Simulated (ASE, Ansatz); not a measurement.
# Structural relaxation of random wurtzite alloy of AlN and GaN (72 atoms), part 2 of 3

How does random wurtzite alloy of AlN and GaN (72 atoms) relax, and what do bonds, charges and levels look like afterwards?

Ansatz 0.2.0; Kohn-Sham DFT, PBE, PAW (set soft_2), plane waves.

The cell: 22 Ga, 36 N and 14 Al. The host structure and its lattice constant were typed by rule, without a check against the phase diagram.

So far. Step 3 (Cell and atoms relaxed): The relaxation changed the energy by -28.3 meV/atom, and atoms moved by 0.053 Å r.m.s., 0.10 Å at most.

## (5) Single point at the relaxed geometry

One more single point at the end of the walk gives the fuller output and checks the residual forces.

input.yaml

```yaml
crystal:
  lattice:
    - [9.54694, 2.0e-05, -0.00075]
    - [-4.77346, 8.26763, 0.0002]
    - [-0.0008, -0.00021, 10.32522]
  atoms:
    - { symbol: Ga, position: [0.00257, 0.00206, 0.00056] }
    - { symbol: "N", position: [0.11713, 0.22614, 0.06398] }
    - { symbol: Al, position: [0.11363, 0.22321, 0.24898] }
    - { symbol: "N", position: [0.00656, 0.00404, 0.30679] }
    [... 62 atom lines left out ...]
    - { symbol: Ga, position: [0.77853, 0.88742, 0.25072] }
    - { symbol: "N", position: [0.66375, 0.66059, 0.31266] }
    - { symbol: Al, position: [0.6659, 0.6656, 0.49884] }
    - { symbol: "N", position: [0.77562, 0.88352, 0.55702] }
    - { symbol: Ga, position: [0.77882, 0.88856, 0.74814] }
    - { symbol: "N", position: [0.66886, 0.66389, 0.80985] }
kpoints:
  mp_grid: { grid: [2, 2, 2] }
hamiltonian:
  xc: pbe
scf:
  occupations: { method: fermi_dirac, width: 0.025 }
output:
  forces: true
  stress: true
  populations: true
  dos:
    method: { smearing: { sigma: 0.08 } }
    de: 0.05
    projected: { site_lists: { Al: [Al], Ga: [Ga], "N": ["N"] } }
  eigenvalues: true
  write_density: true
  write_potential: true
  volumetric_format: npy
```

Run with:

```bash
$ ansatz run input.yaml --threads 4 --pin off --max-ram 8192MiB --backend cpu --events-out ev --progress --plain --runs-dir out
```

Numbers of over 12 decimals in the logs are rounded to 6 here.

Output:

```text
[...]
Crystal: 72 atoms, lattice volume = 814.976 Å³
Basis set: ecut = 420 eV, 15863 PW (Γ), exchange–correlation on 128×128×144 points (8 copies of the dense FFT grid, shifted against one another)
Bands: 326, of which v1, the nominal top of the filled ones, is band 254 counted from 1 (253 counted from 0)
Symmetry: 1 space group operations
[...]
k-points: 8
[...]
SCF iter   1: F=—  HF=-104633.316524 eV  |F-HF|=—  |Δ(HF+E_count)|=         —  Δρ=1.24e-3  dr2=2.14e-2  ethr=1.77e-3  ⟨swp⟩=5.9  Hψ=9898  notcnv=0  defer=145
[...]
SCF iter   7: F=-104633.317949 eV  HF=-104633.317949 eV  |F-HF|=4.45e-8  |Δ(HF+E_count)|=   5.39e-7  Δρ=3.17e-6  dr2=8.25e-8  ethr=1.97e-11  ⟨swp⟩=14.4  Hψ=20820  notcnv=0
SCF 1 converged in 7 iterations: F = -104633.317949 eV  dr2 = 8.25e-8
[...]
SCF converged after 7 iterations
Free energy (F): -104633.317949 eV
[...]
Internal energy: -104633.317949 eV  (E = F + TS)
E sigma→0 (E₀):  -104633.317949 eV
Fermi energy:    9.679266 eV
[...]
--- Forces (eV/Å), atoms counted from 1 ---
  atom   1  Ga     0.00037657    -0.00161637     0.00033563
  atom   2  N      0.00049605     0.00038891     0.00134035
  atom   3  Al    -0.00202620     0.00064017    -0.00082212
  atom   4  N     -0.00025994     0.00032753     0.00119689
  atom   5  Ga    -0.00011150     0.00021379    -0.00015250
  atom   6  N     -0.00058701    -0.00021202    -0.00054068
  atom   7  Al     0.00114275    -0.00044617     0.00028035
  atom   8  N     -0.00012813     0.00067295    -0.00003427
  atom   9  Ga    -0.00079924    -0.00001760    -0.00039802
  atom  10  N      0.00068768     0.00018473    -0.00069013
  atom  11  Ga    -0.00048182    -0.00032908     0.00020817
  atom  12  N      0.00065111     0.00028786    -0.00072387
  atom  13  Ga     0.00004105    -0.00067453     0.00008954
  atom  14  N      0.00118541     0.00010086     0.00147119
[...]
atom  71  Ga    -0.00052344    -0.00025807    -0.00032672
  atom  72  N      0.00108418    -0.00001711     0.00036772
  max |Σ_I F_I| component: 1.18e-4 eV/Å
--- Stress (GPa, compression-positive) ---
        0.002120       0.000747      -0.000110
        0.000748       0.002421       0.000028
       -0.000109       0.000013      -0.000852
  P = ⅓ Tr σ = 0.0012 GPa (0.012 kbar)
--- Band table (eV; the first three rows and the last of 8) ---
[...]
--- Löwdin populations: 72 sites ---
  site symbol       q [e]
     0     Ga     12.2471
     1      N      5.8795
     2     Al      1.8915
[...]
71      N      5.8060
  spilling = 0.003284 (of n_electrons = 508.000000)
```

Run time: 80 s. Hardware: 4 threads of Arm Neoverse V2, shared host; peak memory 5.5 GiB.

The run gave:

| Property | Result |
| --- | --- |
| free energy | -104633.3179 eV |
| free energy per atom | -1453.2405 eV/atom |
| SCF cycles | 7 |
| pressure | 0.00123 GPa |
| r.m.s. force component | 0.00069 eV/Å |
| longest force | 0.00228 eV/Å |
| Fermi energy | 9.679 eV |
| gap (highest filled to lowest empty level) | 2.545 eV |
| spilling of the projection | 0.003284 |

Löwdin charges by element (they lack the spilled electrons, 0.023 e an atom on average):

```csv
element,coordination,atoms,mean charge (e),spread,least,most
Al,all,14,1.10,0.0054,1.10,1.11
Ga,all,22,0.755,0.0053,0.745,0.766
N,all,36,-0.845,0.0696,-1.02,-0.731
```

Charge against the make-up of the first shell:

```csv
Al neighbours of N,atoms,mean charge (e)
0,6,-0.734
1,10,-0.806
2,15,-0.877
3,4,-0.946
4,1,-1.02
```

States in the cell by windows of 1 eV, zero at the Fermi level; the larger projections on atomic orbitals stand beside the total:

```csv
from (eV),to (eV),total,N p,Ga p,Ga s,Al p,N s
-10,-8,0.0,0.0,0.0,0.0,0.0,0.0
-8,-7,12.6,6.8,1.1,3.3,0.7,0.3
-7,-6,33.5,19.1,2.6,6.1,1.5,1.6
-6,-5,20.9,12.8,2.2,1.4,1.3,1.5
-5,-4,31.1,21.1,3.9,1.2,2.3,1.0
-4,-3,44.2,33.5,4.8,0.9,2.7,0.8
-3,-2,56.5,47.2,4.7,0.4,2.2,0.4
-2,-1,17.4,15.7,0.9,0.0,0.2,0.0
-1,1,0.0,0.0,0.0,0.0,0.0,0.0
1,2,0.2,0.0,0.0,0.1,0.0,0.1
2,3,2.0,0.4,0.2,0.4,0.1,0.7
3,4,16.1,2.0,3.9,2.4,2.5,3.8
4,5,36.4,6.0,9.7,4.5,5.9,6.1
```

Between -17 and -10 eV lie 292 more states.

The levels nearest the highest filled one (over half full), pooled over k-points and spins:

```csv
level less the highest filled one (eV),occupation
-0.125,2
-0.119,2
-0.107,2
-0.0232,2
-0.0105,2
0,2
2.54,0
3.58,0
3.64,0
3.86,0
3.87,0
3.88,0
```

Electrostatic potential energy in the ac plane at fractional y = 0.000, with atoms of Ga and N and Al within 0.2 Å of it. With pseudopotentials it is smooth inside the atoms' cores, unlike the true potential.

Ten even steps from '_' (-39 eV) to '@' (12 eV), each cell a mean:
```
++++**@@@@@@%%**####**##@@@@@@%%++++++++**@@@@@@%%++++
****%%@@@@@@@@%%****##%%@@@@@@@@##******%%@@@@@@@@##**
##%%@@@@@@@@@@@@##**%%@@@@@@@@@@@@%%##%%@@@@@@@@@@@@%%
..==%%@@@@@@@@##..__--%%@@@@@@@@##::..==@@@@@@@@@@##::
__::%%@@%%%%@@**____::%%@@%%%%@@++____..%%@@%%%%@@++__
--**%%%%####%%%%++==##%%%%####%%%%==::**%%%%####%%%%==
@@@@@@%%##%%@@@@@@@@@@@@%%##%%@@@@@@@@@@@@%%##%%@@@@@@
@@@@@@@@@@@@@@@@@@@@@@@@@@@@@@@@@@@@@@@@@@@@@@@@@@@@@@
@@@@@@@@@@@@@@@@@@@@@@@@@@@@@@@@@@@@@@@@@@@@@@@@@@@@@@
##%%@@@@@@@@@@@@%%##%%@@@@@@@@@@%%%%##%%@@@@@@@@@@@@%%
++++##@@@@@@%%**++++++##@@@@@@%%**++++++##@@@@@@%%**++
++++**%%@@@@##++++++++**%%@@@@##++++++++**%%@@@@##++++
++++**@@@@@@%%++++++++**@@@@@@%%++++++++**@@@@@@%%++++
++**%%@@@@@@@@##**++**%%@@@@@@@@##******%%@@@@@@@@##**
##%%@@@@@@@@@@@@%%##%%@@@@@@@@@@@@%%##%%@@@@@@@@@@@@%%
..==%%@@@@@@@@##::..++@@@@@@@@@@##::..==@@@@@@@@@@%%--
__..##@@%%%%@@++____::%%@@%%%%@@++____::%%@@%%%%@@**__
::++%%%%####%%##--::**%%%%####%%%%==::**%%%%####%%%%==
@@@@@@%%##%%%%@@@@@@@@@@%%##%%@@@@@@@@@@@@%%%%%%@@@@@@
@@@@@@@@@@@@@@@@@@@@@@@@@@@@@@@@@@@@@@@@@@@@@@@@@@@@@@
@@@@@@@@@@@@@@@@@@@@@@@@@@@@@@@@@@@@@@@@@@@@@@@@@@@@@@
##%%@@@@@@@@@@%%####%%@@@@@@@@@@%%%%##%%@@@@@@@@@@@@##
++++##@@@@@@%%##******##@@@@@@%%**++++++##@@@@@@%%**++
++++**%%@@@@##**%%%%##**%%@@@@##++++++++**%%@@@@%%++++
```
Columns run along a (9.5 Å; values clipped at the 3rd and 97th percentile), rows up along c (10.3 Å). Atoms in or near the plane, at fractional coordinates: Ga at (0.00, 0.00), N at (0.01, 0.31), Ga at (0.00, 0.50), N at (0.00, 0.81), Al at (0.33, 0.00), N at (0.33, 0.31), Ga at (0.33, 0.50), N at (0.34, 0.82), Ga at (0.67, 0.00), N at (0.67, 0.31), Ga at (0.67, 0.50), N at (0.67, 0.81).

Valence density in the ac plane at fractional y = 0.000, with atoms of Ga and N and Al within 0.2 Å of it. It is the smooth field of the valence electrons, not physical close to the nuclei.

Ten steps, logarithmic in the rise over the least value, from '0' (0 e/Å³) to '9' (35 e/Å³), each cell a mean:
```
852000000000000137852000136
321000001110000012321000012
221000012321000012221000012
432000134442000124432000124
542101134542101134542101134
432111123331111123432111123
110011011110011011111011011
000000000000000000000000000
000000000000000000000000000
100111001100011001100011001
531111124531111124531111124
962111148962111148962111148
852000137852000137852000137
321000012321000012321000012
221000012221000012221000012
432000134431000124432000124
542100135542101134542100134
432100124432111123432111123
111000011111011011110010011
000000000000000000000000000
000000000000000000000000000
110111100000111001100111001
531111100001111124531111124
972111100000111148962111148
```
Columns run along a (9.5 Å), rows up along c (10.3 Å). Atoms in or near the plane, at fractional coordinates: Ga at (0.00, 0.00), N at (0.01, 0.31), Ga at (0.00, 0.50), N at (0.00, 0.81), Al at (0.33, 0.00), N at (0.33, 0.31), Ga at (0.33, 0.50), N at (0.34, 0.82), Ga at (0.67, 0.00), N at (0.67, 0.31), Ga at (0.67, 0.50), N at (0.67, 0.81).

Mean Löwdin charges: Al +1.10, Ga +0.76, N -0.84 e (they miss 0.33 % of the electrons, so they add up to more than the cell's charge). The charge on N changes by -0.071 e for each Al neighbour that takes the place of another kind, on average. The largest share in the top eV of filled states is N p (90 % of the projected weight), and in the lowest eV of empty states N s (43 % of the projected weight).

A closer look about N26, whose charge lies farthest from its element's mean: 18 atoms, nearest first, numbered in the order of the input, with positions taken from that point.

```csv
atom,x,y,z,distance (Å),bonds,Löwdin charge (e)
N26,0.00,0.00,0.00,0.00,4,-1.02
Al25,-0.01,-1.82,-0.61,1.92,4,1.10
Al57,1.57,0.92,-0.62,1.92,4,1.10
Al33,-1.58,0.91,-0.61,1.92,4,1.10
Al27,-0.01,0.01,1.93,1.93,4,1.10
N32,0.00,-1.79,-2.53,3.10,4,-0.88
N28,-0.04,-1.81,2.54,3.12,4,-0.88
N40,-1.59,0.88,-2.54,3.12,4,-0.95
N60,1.54,0.94,2.55,3.12,4,-0.88
N64,1.54,0.95,-2.55,3.13,4,-0.95
N36,-1.59,0.91,2.54,3.13,4,-0.95
N58,1.59,2.71,0.04,3.14,4,-0.88
N34,-1.59,2.71,0.05,3.14,4,-0.87
N2,-3.14,0.02,0.04,3.14,4,-0.88
N50,3.14,0.03,-0.04,3.14,4,-0.81
N42,1.55,-2.74,-0.02,3.15,4,-0.81
N18,-1.55,-2.74,0.03,3.15,4,-0.88
Al31,-0.01,0.01,-3.16,3.16,4,1.10
```

The column of bonds counts only the pairs N-Ga within 2.38 Å, N-Al within 2.33 Å; other neighbours, such as metal atoms beside each other in a compound, aren't counted, and periodic images can show an atom twice.

## (6) K-mesh 3×3×3

A denser mesh tests the sampling of the Brillouin zone.

Edit input.yaml of step 5 so:

```diff
@@ -8,3 +8,3 @@
 kpoints:
-  mp_grid: { grid: [2, 2, 2] }
+  mp_grid: { grid: [3, 3, 3] }
 hamiltonian:
@@ -22,4 +22 @@
   eigenvalues: true
-  write_density: true
-  write_potential: true
-  volumetric_format: npy
```

Output:

```text
[...]
Crystal: 72 atoms, lattice volume = 814.976 Å³
Basis set: ecut = 420 eV, 15863 PW (Γ), exchange–correlation on 128×128×144 points (8 copies of the dense FFT grid, shifted against one another)
Bands: 326, of which v1, the nominal top of the filled ones, is band 254 counted from 1 (253 counted from 0)
Symmetry: 1 space group operations
[...]
k-points: 14 of 27 (time reversal used)
[...]
SCF iter   1: F=—  HF=-104633.373176 eV  |F-HF|=—  |Δ(HF+E_count)|=         —  Δρ=1.26e-3  dr2=2.18e-2  ethr=1.77e-3  ⟨swp⟩=5.9  Hψ=17671  notcnv=0  defer=133
[...]
SCF iter   6: F=—  HF=-104633.374306 eV  |F-HF|=—  |Δ(HF+E_count)|=   8.72e-4  Δρ=1.48e-5  dr2=1.62e-6  ethr=2.05e-9  ⟨swp⟩=2.0  Hψ=7182  notcnv=0  defer=810
SCF iter   7: F=-104633.374307 eV  HF=-104633.374307 eV  |F-HF|=4.61e-8  |Δ(HF+E_count)|=   5.23e-7  Δρ=3.18e-6  dr2=8.36e-8  ethr=1.97e-11  ⟨swp⟩=10.9  Hψ=23193  notcnv=0
SCF 1 converged in 7 iterations: F = -104633.374307 eV  dr2 = 8.36e-8
[...]
SCF converged after 7 iterations
Free energy (F): -104633.374307 eV
[...]
Internal energy: -104633.374307 eV  (E = F + TS)
E sigma→0 (E₀):  -104633.374307 eV
Fermi energy:    9.681090 eV
[...]
Σ components = -104633.374307   (vs F -104633.374307, Δ=0.00e0)
--- Forces (eV/Å), atoms counted from 1 ---
  atom   1  Ga     0.00020524    -0.00149083     0.00002401
  atom   2  N     -0.00011830     0.00066200     0.00124535
  atom   3  Al    -0.00158129     0.00065364    -0.00162000
  atom   4  N     -0.00004752     0.00040608     0.00296442
[...]
atom  72  N      0.00058765    -0.00035985     0.00133663
  max |Σ_I F_I| component: 1.33e-4 eV/Å
--- Stress (GPa, compression-positive) ---
       -0.000571       0.000892       0.000125
        0.000893      -0.000573       0.000375
        0.000126       0.000360       0.040737
  P = ⅓ Tr σ = 0.0132 GPa (0.132 kbar)
--- Band table (eV; the first three rows and the last of 14) ---
[...]
--- Löwdin populations: 72 sites ---
  site symbol       q [e]
     0     Ga     12.2474
     1      N      5.8792
     2     Al      1.8917
[...]
71      N      5.8057
  spilling = 0.003284 (of n_electrons = 508.000000)
```

Elapsed: 4 min, on 4 threads; peak memory 5.9 GiB.

Geometry and reference: those of the single point at the relaxed geometry.

Forces differ from those of the single point at the relaxed geometry by 0.64 meV/Å r.m.s.; the energy by -0.78 meV/atom. It took 4 min and 7 cycles; the reference's time can't be set against it, since the two runs asked for unlike analyses.

## (7) Coarser k-mesh (Γ alone)

 Besides, the k-mesh goes from 2×2×2 to 1×1×1.

Edit input.yaml of step 6 so:

```diff
@@ -8,3 +8,3 @@
 kpoints:
-  mp_grid: { grid: [3, 3, 3] }
+  mp_grid: { grid: [1, 1, 1] }
 hamiltonian:
```

Output:

```text
[...]
Crystal: 72 atoms, lattice volume = 814.976 Å³
Basis set: ecut = 420 eV, 15863 PW (Γ), exchange–correlation on 128×128×144 points (8 copies of the dense FFT grid, shifted against one another)
Bands: 326, of which v1, the nominal top of the filled ones, is band 254 counted from 1 (253 counted from 0)
Symmetry: 1 space group operations
[...]
k-points: 1
[...]
SCF iter   1: F=—  HF=-104628.849158 eV  |F-HF|=—  |Δ(HF+E_count)|=         —  Δρ=4.93e-3  dr2=1.85e-1  ethr=1.77e-3  ⟨swp⟩=6.0  Hψ=1266  notcnv=0  defer=5
[...]
SCF iter   7: F=—  HF=-104628.813817 eV  |F-HF|=—  |Δ(HF+E_count)|=   2.05e-6  Δρ=5.30e-6  dr2=2.43e-7  ethr=6.58e-10  ⟨swp⟩=2.0  Hψ=510  notcnv=0  defer=68
SCF iter   8: F=-104628.813817 eV  HF=-104628.813817 eV  |F-HF|=1.54e-9  |Δ(HF+E_count)|=   1.45e-7  Δρ=1.30e-6  dr2=1.39e-8  ethr=1.97e-11  ⟨swp⟩=13.0  Hψ=1654  notcnv=0
SCF 1 converged in 8 iterations: F = -104628.813817 eV  dr2 = 1.39e-8
[...]
SCF converged after 8 iterations
Free energy (F): -104628.813817 eV
[...]
Internal energy: -104628.813817 eV  (E = F + TS)
E sigma→0 (E₀):  -104628.813817 eV
Fermi energy:    9.737107 eV
[...]
Σ components = -104628.813817   (vs F -104628.813817, Δ=0.00e0)
--- Forces (eV/Å), atoms counted from 1 ---
  atom   1  Ga     0.00872585    -0.00359828    -0.00725467
  atom   2  N      0.01299632    -0.00251356     0.00607398
  atom   3  Al    -0.00419565    -0.00066046     0.05633376
  atom   4  N      0.00187526    -0.00656872    -0.06926401
[...]
atom  72  N      0.00683341     0.02005428    -0.02644552
  max |Σ_I F_I| component: 5.62e-5 eV/Å
--- Stress (GPa, compression-positive) ---
        0.758851      -0.003968       0.002653
       -0.003967       0.765441      -0.001456
        0.002654      -0.001472      -1.151199
  P = ⅓ Tr σ = 0.1244 GPa (1.244 kbar)
--- Band table (eV) ---
[...]
--- Löwdin populations: 72 sites ---
  site symbol       q [e]
     0     Ga     12.2324
     1      N      5.8940
     2     Al      1.8767
[...]
71      N      5.8194
  spilling = 0.003352 (of n_electrons = 508.000000)
```

Elapsed: 8.3 s, on 4 threads; peak memory 1.1 GiB; 31 s of CPU time.

Geometry and reference: those of the single point at the relaxed geometry.

Forces differ from those of the single point at the relaxed geometry by 26 meV/Å r.m.s.; the energy by +63 meV/atom, the pressure by +0.12 GPa and the gap by -0.030 eV.

[end of part 2 of 3]

[Logs are printed without paths, hosts, clocks, repeated set-up lines and the standing remarks that a program may print on its own settings, such as how far it seeks lower states.]

[Hosts, paths, dates, database ids (printed as entryN), source tags and the programs' standing remarks are cut or masked in the printed files.]
